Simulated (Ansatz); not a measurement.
## Ca (Fm-3m): the Drude term of Re ε in the infrared

Re ε of Ca (Fm-3m) at low photon energies is read from one computed spectrum; the carriers' damping was typed as γ = 0.05 eV.

Cell: a, b, c = 3.952, 3.952, 3.952 Å (primitive vectors), 1 atoms.

Method: Ansatz 0.2.0, PBE, independent particles, k-mesh 10×10×10 with interpolation inside its cells, Gaussian parameter 0.15 eV.

Launch of the response step: `ansatz run input.yaml --threads 4 --pin off --max-ram 8192MiB --backend cpu --events-out ev --progress --plain --runs-dir out`. The run took 4 s, on 4 threads of Intel(R) Xeon(R) Platinum 8488C (Sapphire Rapids), on a shared host.

```tsv
photon energy E (eV)	wavelength (µm)	Re ε
0.25	4.96	?
0.30	4.13	-192.6
0.35	3.54	-148.3
0.40	3.10	-117.4
0.50	2.48	-77.1
0.60	2.07	-51.8
0.70	1.77	-35.1
```

A Drude term over a constant background gives Re ε = ε_b − ωp²/(E² + γ²), linear in 1/(E² + γ²).

Working, on the rows shown:

| x = 1/(E² + γ²) (eV⁻²) | y = Re ε |
| --- | --- |
| 10.8108 | -192.6 |
| 8 | -148.3 |
| 6.15385 | -117.4 |
| 3.9604 | -77.1 |
| 2.75862 | -51.8 |
| 2.03046 | -35.1 |

Means: x̄ = 5.619, ȳ = -103.72. Σ(x − x̄)(y − ȳ) = -1014, Σ(x − x̄)² = 56.72. Slope = -1014 / 56.72 = -17.87; intercept = ȳ − slope · x̄ = -3.2826. The line misses the rows shown by at most 4.5.

**Question.** Predict the last column of the withheld row from the fit.

**Answer.** At x = 15.385 the line gives y = -278.27. The run gave -261.5, so the extrapolation is off by 17, 7 % of the range in the table. Beyond its data the fit drifts from the curve.

Refitted with all rows, the slope is -16.86 and the intercept -7.9967. These give ωp = √(−slope) = 4.11 eV, against 4.23 eV from the program's Fermi-surface sum, and an intercept of -8.0. Taking the program's Drude term off the rows leaves 14 at the lowest energy and 1 at the highest, so the background isn't constant: interband transitions lie in or near the window, and neither fitted number can be trusted. The values come from a sum over the points of one k-mesh and carry its error, which is largest for Fermi-surface quantities.

[Logs are printed without paths, hosts, clocks, repeated set-up lines and the standing remarks that a program may print on its own settings, such as how far it seeks lower states.]
